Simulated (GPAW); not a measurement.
# Screening of a field by OH/Cu(110), part 2 of 2

Aim: the dipole that a field along the normal induces in OH/Cu(110).

GPAW 26.7.0; GPAW, PAW setups; slab in vacuum, relaxation (the session's first sound run).

So far. Step 5 (In a field): The dipole is now 0.0173 e Å, against 0.064 in the run without a field. Step 8 (Field on): The dipole is now 0.110 e Å, against 0.064 in the run without a field.

## Step 9: Field on

run.py

```python
import json
import numpy as np
from ase import Atoms
from gpaw import GPAW, PW
from gpaw.external import ConstantElectricField

slab = Atoms(
    ['Cu', 'Cu', 'Cu', 'Cu', 'Cu', 'O', 'H'],
    positions=[
        [0.00000, 0.00000, 8.00000],
        [1.80500, 1.27633, 9.27633],
        [0.00000, 0.00000, 10.55266],
        [1.80500, 1.27633, 11.81391],
        [0.00000, 0.00000, 13.16796],
        [-0.00000, 1.27633, 14.60054],
        [-0.00000, 1.27633, 15.57166]],
    cell=[[3.61, 0.0, 0.0], [0.0, 2.55266, 0.0], [0.0, 0.0, 23.59904]],
    pbc=[True, True, False])

slab.calc = GPAW(mode=PW(500), xc='PBE', kpts={'size': (9, 12, 1), 'gamma': True},
                 occupations={'name': 'fermi-dirac', 'width': 0.1}, nbands='160%',
                 convergence={'density': 1e-05}, maxiter=200,
                 poissonsolver={'dipolelayer': 'xy'},
                 external=ConstantElectricField(0.2, [0, 0, 1]),
                 symmetry={'tolerance': 1e-3}, txt='slab.txt')
result = {}
energy = slab.get_potential_energy()
fermi = slab.calc.get_fermi_level()
v = slab.calc.get_electrostatic_potential().mean((0, 1)) - fermi
n = slab.calc.get_pseudo_density().mean((0, 1))
L = slab.cell[2, 2]
z = np.arange(len(v)) * L / len(v)
low, high = slab.positions[:, 2].min(), slab.positions[:, 2].max()
below, above = np.interp([low - 5.8, high + 5.8], z, v)
slopes = [np.interp(x, z, np.gradient(v, z)) for x in (low - 5.8, high + 5.8)]
eps = np.array([[slab.calc.get_eigenvalues(k, s) for k in range(len(slab.calc.get_ibz_k_points()))]
                for s in range(slab.calc.get_number_of_spins())]) - fermi
top, bottom = eps[eps < 0].max(), eps[eps > 0].min()
dipole = slab.get_dipole_moment()[2]
print(f'energy {energy:.4f} eV, Fermi level {fermi:.4f} eV, dipole {dipole:.5f} e A')
print(f'potential 5.8 A off the faces, from the Fermi level: lower {below:.4f} eV, upper {above:.4f} eV')
print(f'slope of the potential there: lower {slopes[0]:.5f}, upper {slopes[1]:.5f} eV/A')
print(f'nearest levels on the mesh: {top:.4f} and {bottom:.4f} eV')
print('magnetic moment', round(slab.get_magnetic_moment(), 3))
result.update(energy=energy, fermi=fermi, dipole=dipole, below=below, above=above, slopes=slopes, edges=[top, bottom],
              z=z.tolist(), v=v.tolist(), n=n.tolist(), positions=slab.positions.tolist(),
              forces=slab.get_forces(apply_constraint=False).tolist(), moments=slab.get_magnetic_moments().tolist())
json.dump(result, open('result.json', 'w'))
```

On the command line:

```bash
OMP_NUM_THREADS=1 OPENBLAS_NUM_THREADS=1 python run.py
```

Log:

```text
energy -26.3254 eV, Fermi level -0.4029 eV, dipole 0.15678 e A
potential 5.8 A off the faces, from the Fermi level: lower 5.5539 eV, upper 2.4749 eV
slope of the potential there: lower -0.00017, upper 0.00044 eV/A
nearest levels on the mesh: -0.0079 and 0.0111 eV
magnetic moment 0.0
```

Run time: 19 min. Hardware: 1 thread of Arm Neoverse V2, shared host; peak memory 0.58 GiB.

The electrostatic potential energy of an electron (without an applied field's), less the Fermi level, planar mean oscillates, so the rows of the table below give means over windows of 1 Å about each position, cut where the curve ends. Its maxima inside the range that stand out by 2 % of the span (Å: eV): 1.7: 5.55, 8.6: -4.42, 9.9: -4.86, 11.1: -5.31, 12.5: -4.36, 14.1: 0.701, 15.2: 2.08. Its minima: 8.0: -9.73, 9.3: -10.6, 10.6: -10.9, 11.8: -10.9, 13.1: -10.9, 14.6: -5.84, 15.6: 0.810.

Electrostatic potential energy of an electron (without an applied field's), less the Fermi level, planar mean against z; means over each step:

z (Å), electrostatic potential energy of an electron (without an applied field's), less the Fermi level, planar mean (eV) and a bar from the least value:
```
        0        5.0 #############################
        1        5.6 ##############################
        2        5.6 ##############################
        3        5.6 ##############################
        4        5.6 ##############################
        5        5.5 ##############################
        6        5.3 #############################
        7        2.8 ########################
        8       -7.1 ##
        9       -7.6 #
       10       -7.1 ##
       11       -7.6 #
       12       -8.2 
       13       -8.1 
       14       -1.7 ##############
       15       -0.9 ################
       16        1.7 ######################
       17        2.4 #######################
       18        2.5 #######################
       19        2.5 #######################
       20        2.5 #######################
       21        2.5 #######################
       22        2.5 #######################
       23        2.6 ########################
```

The dipole is now 0.157 e Å, against 0.064 in the run without a field.

## Step 10: In a field

Edit run.py of step 9 so:

```diff
@@ -23,3 +23,3 @@
                  poissonsolver={'dipolelayer': 'xy'},
-                 external=ConstantElectricField(0.2, [0, 0, 1]),
+                 external=ConstantElectricField(0.3, [0, 0, 1]),
                  symmetry={'tolerance': 1e-3}, txt='slab.txt')
```

Log:

```text
energy -26.3434 eV, Fermi level -0.4520 eV, dipole 0.20326 e A
potential 5.8 A off the faces, from the Fermi level: lower 6.0886 eV, upper 2.0969 eV
slope of the potential there: lower -0.00021, upper 0.00043 eV/A
nearest levels on the mesh: -0.0083 and 0.0104 eV
magnetic moment 0.0
```

Elapsed: 17 min, on 1 thread; peak memory 0.58 GiB.

The electrostatic potential energy of an electron (without an applied field's), less the Fermi level, planar mean oscillates, so the rows of the table below give means over windows of 0.5 Å about each position, cut where the curve ends. Its maxima inside the range that stand out by 2 % of the span (Å: eV): 1.70: 6.09, 8.59: -4.10, 9.91: -4.67, 11.14: -5.24, 12.46: -4.43, 14.06: 0.482, 15.20: 1.76. Its minima: 8.02: -9.35, 9.25: -10.3, 10.57: -10.8, 11.80: -10.9, 13.12: -11.0, 14.63: -6.11, 15.58: 0.469.

Table of electrostatic potential energy of an electron (without an applied field's), less the Fermi level, planar mean by z; means over each step:

```csv
z (Å),"electrostatic potential energy of an electron (without an applied field's), less the Fermi level, planar mean (eV)"
0.0,4.82
0.5,5.97
1.0,6.09
1.5,6.09
2.0,6.09
2.5,6.09
3.0,6.09
3.5,6.09
4.0,6.09
4.5,6.08
5.0,6.06
5.5,6.01
6.0,5.86
6.5,5.36
7.0,3.71
7.5,-1.76
8.0,-8.40
8.5,-5.15
9.0,-7.58
9.5,-8.38
10.0,-5.61
10.5,-9.89
11.0,-6.66
11.5,-8.01
12.0,-9.11
12.5,-5.11
13.0,-9.50
13.5,-6.47
14.0,-0.265
14.5,-4.30
15.0,-0.324
15.5,0.958
16.0,1.43
16.5,1.96
17.0,2.06
17.5,2.09
18.0,2.09
18.5,2.10
19.0,2.10
19.5,2.10
20.0,2.10
20.5,2.10
21.0,2.10
21.5,2.10
22.0,2.10
22.5,2.10
23.0,2.13
23.5,2.88
```

The dipole is now 0.203 e Å, against 0.064 in the run without a field.

## Step 11: The series

The members are put on one axis.

This step: induced dipole against applied field (GPAW 26.7.0).

Dipole along the normal against field:

```csv
field (V/Å),dipole along the normal (e·Å)
-0.200,-0.0292
-0.100,0.0173
-0.050,0.0407
0.000,0.0638
0.050,0.0871
0.100,0.110
0.200,0.157
0.300,0.203
```

## Step 12: Results

- work function, upper and lower face: 3.240 and 4.494 eV
- dipole along the normal: 0.0638 e Å
- induced dipole per field: 0.465 e Å per V/Å
- out-of-plane polarisability per area, α/(ε0 A): 9.13 Å

The field induces 0.465 e Å per V/Å, a polarisable thickness α/(ε0 A) of 9.13 Å beside 7.57 Å between the outermost nuclei. A perfect conductor would give the distance between its two image planes; a dielectric of thickness t gives t(1 - 1/ε). The two faces differ by 1.3 eV, the step that the slab's dipole makes (e p/(ε0 A) gives 1.3 eV), so the dipole layer is needed. The induced dipole is linear in the field over this range. The cell of 9.22 Å² holds one OH, started on one chosen site; other sites and coverages weren't tried. The in-plane lattice was kept as typed, which isn't the functional's own and leaves some strain; spin-orbit coupling and temperature are left out.

[Logs are printed without paths, hosts, clocks, repeated set-up lines and the standing remarks that a program may print on its own settings, such as how far it seeks lower states.]

[Hosts, paths, dates, database ids (printed as entryN), source tags and the programs' standing remarks are cut or masked in the printed files.]
